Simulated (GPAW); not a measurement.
## Si2MoN4 (MoSi2N4-type monolayer): G0W0 on several meshes in GPAW

How does the mesh move the gap of Si2MoN4 (MoSi2N4-type monolayer)?

Calculated with GPAW 26.7.0; LDA and many-body steps on it, plane waves.

## 1. The starting structure

The cell holds 7 atoms: 1 Mo, 4 N and 2 Si. Cell: a = 2.866 Å, b = 2.866 Å, c = 17.900 Å, α = 90.0°, β = 90.0°, γ = 120.0°. Vacuum lies along c.

As a file:

```cif
data_structure
_symmetry_space_group_name_H-M 'P 1'
_symmetry_Int_Tables_number 1
_cell_length_a 2.8663
_cell_length_b 2.8663
_cell_length_c 17.9000
_cell_angle_alpha 90.000
_cell_angle_beta 90.000
_cell_angle_gamma 120.000
_cell_volume 127.36
loop_
_atom_site_label
_atom_site_type_symbol
_atom_site_fract_x
_atom_site_fract_y
_atom_site_fract_z
_atom_site_occupancy
Mo1 Mo 0.00000 0.00000 0.50000 1
N2 N 0.33333 0.66667 0.56844 1
N3 N 0.33333 0.66667 0.43156 1
Si4 Si 0.33333 0.66667 0.66539 1
Si5 Si 0.33333 0.66667 0.33461 1
N6 N 0.66667 0.33333 0.69371 1
N7 N 0.66667 0.33333 0.30629 1
```

The structure was relaxed with LDA. The runs that relaxed it are not among those shown.

## 2. Empty states on the mesh, 12×12×1 mesh, 216 bands

This step: GPAW 26.7.0; DFT, LDA, plane waves, PAW.

The sums over transitions need many empty states on a uniform mesh; this step solves for them.

File run.py:

```python
import json
import numpy as np
from gpaw.mpi import world
from gpaw import GPAW

calc = GPAW('gs.gpw').fixed_density(kpts={'size': (12, 12, 1), 'gamma': True},
    nbands=252,
    convergence={'bands': 216},
    txt='nscf.txt')
calc.write('full.gpw', mode='all')
res = {}
kpts = calc.get_ibz_k_points()
res['kpts'] = kpts
res['eigenvalues'] = [calc.get_eigenvalues(kpt=k) for k in range(len(kpts))]
res['n_electrons'] = calc.get_number_of_electrons()

if world.rank == 0:
    with open('result.json', 'w') as f:
        json.dump(res, f, default=lambda x: x.tolist())
```

Launch:

```console
> mpirun -n 16 gpaw python run.py
```

Numbers of over 12 decimals in the logs are rounded to 6 here.

Output:

```text
Diagonalizing LCAO Hamiltonian
Converting LCAO to pw mode
convergence criteria:
- Maximum integral of absolute [eigenst]ate change: 4e-08 eV^2 / valence electron
maximum number of iterations: 100

SCF iterations
|iter     |     time |      energy | eigst |  dens |
|iter:   1|  |             | +4.32 |       |
|iter:   2|  |             | +3.13 |       |
|iter:   3|  |             | +2.01 |       |
[...]
|iter:  14|  |             | -6.68 |       |
|iter:  15|  |             | -7.20 |       |
|iter:  16|  |             | -7.65c|       |
SCF steps: 16
  __  _  _
 | _ |_)|_||  |
 |__||  | ||/\| - 26.7.0

Input parameters:
  mode=PW(ecut=600.0),
  convergence={'bands': 216},
  gpts=array([ 18,  18, 105]),
  kpts=MonkhorstPack(size=(12, 12, 1), gamma=True),
  maxiter=100,
  nbands=252,
  occupations=Occupations(name='fermi-dirac', width=0.001, fixmagmom=False),
  parallel={},
  xc=XC(name='LDA')
# Writing to full.gpw (mode='all')
  [... matrices ...]

timing:  # [seconds]
  Total: 0.207  # ━━━━━━━━━━━━━━━━━━━━━━━━━━━━━━━━━━━━━━━━━━━━━━━━━━━━━━━━━━━
```

It took 80 s on 16 MPI ranks of Arm Neoverse V2, shared host; peak memory 3.2 GiB; 19 min of CPU time.

Numbers from this step:

```yaml
gap: 1.756 eV
k_of_the_valence_top: 0, 0, 0
k_of_the_conduction_bottom: 0.3333, 0.3333, 0
least_direct_gap: 2.161 eV
k_points_computed: 19
lowest_point_of_the_top_converged_band_above_the_valence_top: 69.9049 eV
```

On this mesh the gap is 1.756 eV.

## 3. 12×12×1

G0W0 replaces the xc potential by the self-energy, built once from these orbitals. Only a window of levels is corrected, while the sums run over the empty bands that the input names.

This step: G0W0 on LDA, plane waves, PAW.

File run.py:

```python
import json
import numpy as np
from gpaw.mpi import world
from gpaw.response.g0w0 import G0W0

gw = G0W0('full.gpw',
    filename='gw',
    kpts=[0, 9],
    bands=(19, 23),
    ecut=48,
    nbands=96,
    truncation='2D',
    integrate_gamma='sphere',
    q0_correction=True,
    frequencies={'type': 'nonlinear', 'domega0': 0.15, 'omega2': 15.0},
    eta=0.1,
    nblocksmax=True)
gw.calculate()
res = {mode: {k: v for k, v in r.items() if k != 'sigma_eskwn'}
       for mode, r in gw.all_results.items()}

if world.rank == 0:
    with open('result.json', 'w') as f:
        json.dump(res, f, default=lambda x: x.tolist())
```

Launch:

```console
> mpirun -n 16 gpaw python run.py
```

Output:

```text
Using integrator: PointIntegrator
NonLinearFrequencyDescriptor(from 0.000 to 99.497 eV, 178 points)
Nonperiodic BCs:  [False False  True]
Using integrator: PointIntegrator
NonLinearFrequencyDescriptor(from 0.000 to 99.497 eV, 178 points)
Nonperiodic BCs:  [False False  True]
Applying analytical 2D correction to W:
    Evaluating Gamma point contribution to W on a 19x19x1 grid
  ___  _ _ _
 |   || | | |
 | | || | | |
 |__ ||_____|
 |___|

BZ k-points: Symmetries present (total): 12

  [... matrices ...]
144 k-points: 12 x 12 x 1 Monkhorst-Pack grid + [1/24,1/24,0.000000]
19 k-points in the irreducible part of the Brillouin zone
       k-points in crystal coordinates                weights
   0:    -0.00000000   -0.00000000    0.00000000          1/144
   1:     0.08333333   -0.00000000    0.00000000          6/144
   2:     0.16666667   -0.08333333    0.00000000          6/144
   3:     0.16666667   -0.00000000    0.00000000          6/144
   4:     0.25000000   -0.08333333    0.00000000         12/144
   5:     0.25000000   -0.00000000    0.00000000          6/144
   6:     0.33333333   -0.16666667    0.00000000          6/144
   7:     0.33333333   -0.08333333    0.00000000         12/144
   8:     0.33333333   -0.00000000    0.00000000          6/144
   9:     0.33333333    0.33333333    0.00000000          2/144
          ...
  18:     0.50000000    0.50000000    0.00000000          3/144

Distributing spins, k-points and bands (1 x 2 x 4) over 2 processes
Number of blocks: 8

Quasi particle states:
k-points (IBZ indices): [0, 9]
Band range: (19, 23)
  [... matrices ...]
Computational parameters:
Plane wave cut-off: 48 eV
Number of bands: 96
Coulomb cutoff: 2D
Broadening: 0.1 eV

fxc modes: GW
Kernel: RPA
Using full-frequency real axis integration
Summing all q:

Calculating screened Coulomb potential
2D Coulomb truncation
NonLinearFrequencyDescriptor(from 0.000 to 99.497 eV, 178 points)
Removing empty qpoint cache files...

Calculating chi0 body with:
    Ground state adapter containing:
    Number of spins: 1
    Number of kpoints: 144
    Number of irreducible kpoints: 19
    Number of completely occupied states: 21
    Number of partially occupied states: 21
    Occupied states memory: 10.901184 M / cpu

    Linear response parametrization:
    q_c: [-2.0816681711721685e-17, -2.0816681711721685e-17, 0.0]
    Number of frequency points: 178
    Planewave cutoff: 48.0
    Number of bands: 96
    Number of planewaves: 111
    Broadening (eta): 0.1
    comm.size: 16
    kncomm.size: 2
    blockcomm.size: 8

    Memory estimate of potentially large arrays:
        chi0_wGG: 4.183079 M / cpu
Integrating chi0 body.

Symmetries of q_c:
    Direct symmetries (Uq -> q): 12
    Indirect symmetries (TUq -> q): 12
In total 24 allowed symmetries.

  [... matrices ...]
19 groups of equivalent kpoints. 86.805556% reduction.

Integral kind: spectral function
Integrating chi0 head and wings.

Symmetries of q_c:
    Direct symmetries (Uq -> q): 12
    Indirect symmetries (TUq -> q): 12
In total 24 allowed symmetries.

  [... matrices ...]
19 groups of equivalent kpoints. 86.805556% reduction.

Integral kind: spectral function wings

Calculating chi0 body with:
    Ground state adapter containing:
    Number of spins: 1
    Number of kpoints: 144
    Number of irreducible kpoints: 19
    Number of completely occupied states: 21
    Number of partially occupied states: 21
[... the further q-points ...]

Results:
f:      Occupation numbers
eps:     KS-eigenvalues [eV]
vxc:     KS vxc [eV]
exx:     Exact exchange [eV]
sigma:   Self-energies [eV]
dsigma:  Self-energy derivatives
Z:       Renormalization factors
qp:      QP-energies [eV]

k-point 0 (0): (-0.000, -0.000, 0.000)                GW
band       f     eps     vxc     exx   sigma  dsigma       Z      qp
                                                                   GW
  19   1.000   0.272 -17.582 -21.219   3.677  -0.301   0.768   0.302
  20   1.000   2.724 -20.240 -21.027   1.791  -0.292   0.774   3.501
  21   0.000   5.601 -20.557 -15.260  -2.750  -0.308   0.765   7.549
  22   0.000   5.602 -20.557 -15.260  -2.751  -0.308   0.765   7.549

k-point 1 (9): (0.333, 0.333, 0.000)                GW
band       f     eps     vxc     exx   sigma  dsigma       Z      qp
                                                                   GW
  19   1.000   0.387 -17.460 -21.047   3.431  -0.298   0.771   0.267
  20   1.000   2.320 -20.307 -20.832   1.656  -0.287   0.777   3.199
  21   0.000   4.481 -21.882 -17.371  -2.011  -0.293   0.774   6.415
  22   0.000   6.966 -22.614 -16.070  -3.850  -0.366   0.732   8.939
```

Run time: 3.4 min. Hardware: 16 MPI ranks; peak memory 7.7 GiB.

Numbers from this step:

```yaml
g0w0_gap_on_the_points_computed: 2.914 eV
least_direct_g0w0_gap_on_the_computed_points: 3.216 eV
z_at_the_valence_top: 0.7737
z_at_the_conduction_bottom: 0.7735
starting_gap_on_the_mesh: 1.756 eV
k_of_the_valence_top: 0, 0, 0
k_of_the_conduction_bottom: 0.3333, 0.3333, 0
```

The gap on the mesh goes from 1.76 eV to 2.91 eV, a correction of +1.16 eV.

## 4. Empty states on the mesh, 6×6×1 mesh, 106 bands

This step: DFT, LDA, plane waves, PAW.

File run.py:

```python
import json
import numpy as np
from gpaw.mpi import world
from gpaw import GPAW

calc = GPAW('gs.gpw').fixed_density(kpts={'size': (6, 6, 1), 'gamma': True},
    nbands=123,
    convergence={'bands': 106},
    txt='nscf.txt')
calc.write('full.gpw', mode='all')
res = {}
kpts = calc.get_ibz_k_points()
res['kpts'] = kpts
res['eigenvalues'] = [calc.get_eigenvalues(kpt=k) for k in range(len(kpts))]
res['n_electrons'] = calc.get_number_of_electrons()

if world.rank == 0:
    with open('result.json', 'w') as f:
        json.dump(res, f, default=lambda x: x.tolist())
```

Launch:

```console
> mpirun -n 16 gpaw python run.py
```

Output:

```text
Diagonalizing LCAO Hamiltonian
Converting LCAO to pw mode
convergence criteria:
- Maximum integral of absolute [eigenst]ate change: 4e-08 eV^2 / valence electron
maximum number of iterations: 100

SCF iterations
|iter     |     time |      energy | eigst |  dens |
|iter:   1|  |             | +3.83 |       |
|iter:   2|  |             | +2.60 |       |
|iter:   3|  |             | +1.54 |       |
[...]
|iter:  12|  |             | -6.93 |       |
|iter:  13|  |             | -7.32 |       |
|iter:  14|  |             | -7.88c|       |
SCF steps: 14
  __  _  _
 | _ |_)|_||  |
 |__||  | ||/\| - 26.7.0

Input parameters:
  mode=PW(ecut=600.0),
  convergence={'bands': 106},
  gpts=array([ 18,  18, 105]),
  kpts=MonkhorstPack(size=(6, 6, 1), gamma=True),
  maxiter=100,
  nbands=123,
  occupations=Occupations(name='fermi-dirac', width=0.001, fixmagmom=False),
  parallel={},
  xc=XC(name='LDA')
# Writing to full.gpw (mode='all')
  [... matrices ...]

timing:  # [seconds]
  Total: 0.090  # ━━━━━━━━━━━━━━━━━━━━━━━━━━━━━━━━━━━━━━━━━━━━━━━━━━━━━━━━━━━
```

Elapsed: 16 s, on 16 MPI ranks; peak memory 2.8 GiB; 3.3 min of CPU time.

This step gave:

```
gap                                                           : 1.756 eV
k of the valence top                                          : 0, 0, 0
k of the conduction bottom                                    : 0.3333, 0.3333, 0
least direct gap                                              : 2.161 eV
k points computed                                             : 7
lowest point of the top converged band, above the valence top : 37.78 eV
```

On this mesh the gap is 1.756 eV.

## 5. 6×6×1

This step: G0W0 on LDA, plane waves, PAW.

File run.py:

```python
import json
import numpy as np
from gpaw.mpi import world
from gpaw.response.g0w0 import G0W0

gw = G0W0('full.gpw',
    filename='gw',
    kpts=[0, 4],
    bands=(19, 23),
    ecut=48,
    nbands=96,
    truncation='2D',
    integrate_gamma='sphere',
    q0_correction=True,
    frequencies={'type': 'nonlinear', 'domega0': 0.15, 'omega2': 15.0},
    eta=0.1,
    nblocksmax=True)
gw.calculate()
res = {mode: {k: v for k, v in r.items() if k != 'sigma_eskwn'}
       for mode, r in gw.all_results.items()}

if world.rank == 0:
    with open('result.json', 'w') as f:
        json.dump(res, f, default=lambda x: x.tolist())
```

Launch:

```console
> mpirun -n 16 gpaw python run.py
```

Output:

```text
Using integrator: PointIntegrator
NonLinearFrequencyDescriptor(from 0.000 to 99.497 eV, 178 points)
Nonperiodic BCs:  [False False  True]
Using integrator: PointIntegrator
NonLinearFrequencyDescriptor(from 0.000 to 99.497 eV, 178 points)
Nonperiodic BCs:  [False False  True]
Applying analytical 2D correction to W:
    Evaluating Gamma point contribution to W on a 39x39x1 grid
  ___  _ _ _
 |   || | | |
 | | || | | |
 |__ ||_____|
 |___|

BZ k-points: Symmetries present (total): 12

  [... matrices ...]
36 k-points: 6 x 6 x 1 Monkhorst-Pack grid + [1/12,1/12,0.000000]
7 k-points in the irreducible part of the Brillouin zone
       k-points in crystal coordinates                weights
   0:     0.00000000    0.00000000    0.00000000          1/36
   1:     0.16666667    0.00000000    0.00000000          6/36
   2:     0.33333333   -0.16666667    0.00000000          6/36
   3:     0.33333333    0.00000000    0.00000000          6/36
   4:     0.33333333    0.33333333    0.00000000          2/36
   5:     0.50000000    0.33333333    0.00000000         12/36
   6:     0.50000000    0.50000000    0.00000000          3/36

Distributing spins, k-points and bands (1 x 2 x 4) over 2 processes
Number of blocks: 8

Quasi particle states:
k-points (IBZ indices): [0, 4]
Band range: (19, 23)
  [... matrices ...]
Computational parameters:
Plane wave cut-off: 48 eV
Number of bands: 96
Coulomb cutoff: 2D
Broadening: 0.1 eV

fxc modes: GW
Kernel: RPA
Using full-frequency real axis integration
Summing all q:

Calculating screened Coulomb potential
2D Coulomb truncation
NonLinearFrequencyDescriptor(from 0.000 to 99.497 eV, 178 points)
Removing empty qpoint cache files...

Calculating chi0 body with:
    Ground state adapter containing:
    Number of spins: 1
    Number of kpoints: 36
[...]
q_c: [1.3877787807814457e-17, 1.3877787807814457e-17, 0.0]
    Number of frequency points: 178
    Planewave cutoff: 48.0
    Number of bands: 96
    Number of planewaves: 111
    Broadening (eta): 0.1
    comm.size: 16
    kncomm.size: 2
    blockcomm.size: 8

    Memory estimate of potentially large arrays:
        chi0_wGG: 4.183079 M / cpu
Integrating chi0 body.

Symmetries of q_c:
    Direct symmetries (Uq -> q): 12
    Indirect symmetries (TUq -> q): 12
In total 24 allowed symmetries.

  [... matrices ...]
7 groups of equivalent kpoints. 80.555556% reduction.

Integral kind: spectral function
Integrating chi0 head and wings.

Symmetries of q_c:
    Direct symmetries (Uq -> q): 12
    Indirect symmetries (TUq -> q): 12
In total 24 allowed symmetries.

  [... matrices ...]
7 groups of equivalent kpoints. 80.555556% reduction.

Integral kind: spectral function wings

Calculating chi0 body with:
    Ground state adapter containing:
    Number of spins: 1
    Number of kpoints: 36
    Number of irreducible kpoints: 7
    Number of completely occupied states: 21
    Number of partially occupied states: 21
[... the further q-points ...]

Results:
f:      Occupation numbers
eps:     KS-eigenvalues [eV]
vxc:     KS vxc [eV]
exx:     Exact exchange [eV]
sigma:   Self-energies [eV]
dsigma:  Self-energy derivatives
Z:       Renormalization factors
qp:      QP-energies [eV]

k-point 0 (0): (0.000, 0.000, 0.000)                GW
band       f     eps     vxc     exx   sigma  dsigma       Z      qp
                                                                   GW
  19   1.000   0.272 -17.582 -21.214   3.743  -0.307   0.765   0.357
  20   1.000   2.724 -20.240 -21.001   1.840  -0.297   0.771   3.557
  21   0.000   5.601 -20.557 -15.268  -2.787  -0.313   0.762   7.507
[...]
k-point 1 (4): (0.333, 0.333, 0.000)                GW
band       f     eps     vxc     exx   sigma  dsigma       Z      qp
                                                                   GW
[...]
21   0.000   4.481 -21.882 -17.291  -2.165  -0.302   0.768   6.344
  22   0.000   6.966 -22.614 -16.072  -3.882  -0.371   0.730   8.907
```

Run time: 32 s. Hardware: 16 MPI ranks; peak memory 5.4 GiB; 6.8 min of CPU time.

Numbers from this step:

| Item | Value |
| --- | --- |
| G0W0 gap on the points computed | 2.787 eV |
| least direct G0W0 gap on the computed points | 3.102 eV |
| Z at the valence top | 0.7711 |
| Z at the conduction bottom | 0.7679 |
| starting gap on the mesh | 1.756 eV |
| k of the valence top | 0, 0, 0 |
| k of the conduction bottom | 0.3333, 0.3333, 0 |

Against G0W0 in GPAW (12×12×1 mesh, 96 bands, screening to 48 eV, full frequency, Hilbert transform), the gap moves by −0.127 eV.

## 6. Side by side

Times are wall times on 16 MPI ranks of Arm Neoverse V2, shared host, good to a factor of about two.

```csv
run,mesh,bands,screening cutoff (eV),DFT gap (eV),gap on the mesh (eV),direct (eV),time
12×12×1,12×12×1,96,48,1.756,2.914,3.216,3.4 min
6×6×1,6×6×1,96,48,1.756,2.787,3.102,32 s
```

## 7. Results

| Item | Value |
| --- | --- |
| 12×12×1 | 2.914 eV |
| 6×6×1 | 2.787 eV |
| known limits | not at the basis limit; no spin-orbit coupling |

**Reading.** 6×6×1: −0.127 eV against 12×12×1. Bands and cutoff are finite, so the gap is not at the basis limit. The miss can reach some tenths of an eV and take either sign; the mesh is an error of its own. These stock PAW sets were not made for GW. In the G0W0 runs levels were corrected at 2 k points alone, so a gap called «on the mesh» is the least over those, and an edge elsewhere would be missed. The many-body steps are scalar-relativistic: spin-orbit coupling is not in them.

[Paths, hosts, dates, memory and timing lines, banners, echoed tables and standing remarks are left out of the program output.]

[Logs are printed without paths, hosts, clocks, repeated set-up lines and the standing remarks that a program may print on its own settings, such as how far it seeks lower states.]

[Runs of the session that timed out or met a known fault of the program may be left out.]

[Hosts, paths, dates, database ids (printed as entryN), source tags and the programs' standing remarks are cut or masked in the printed files.]
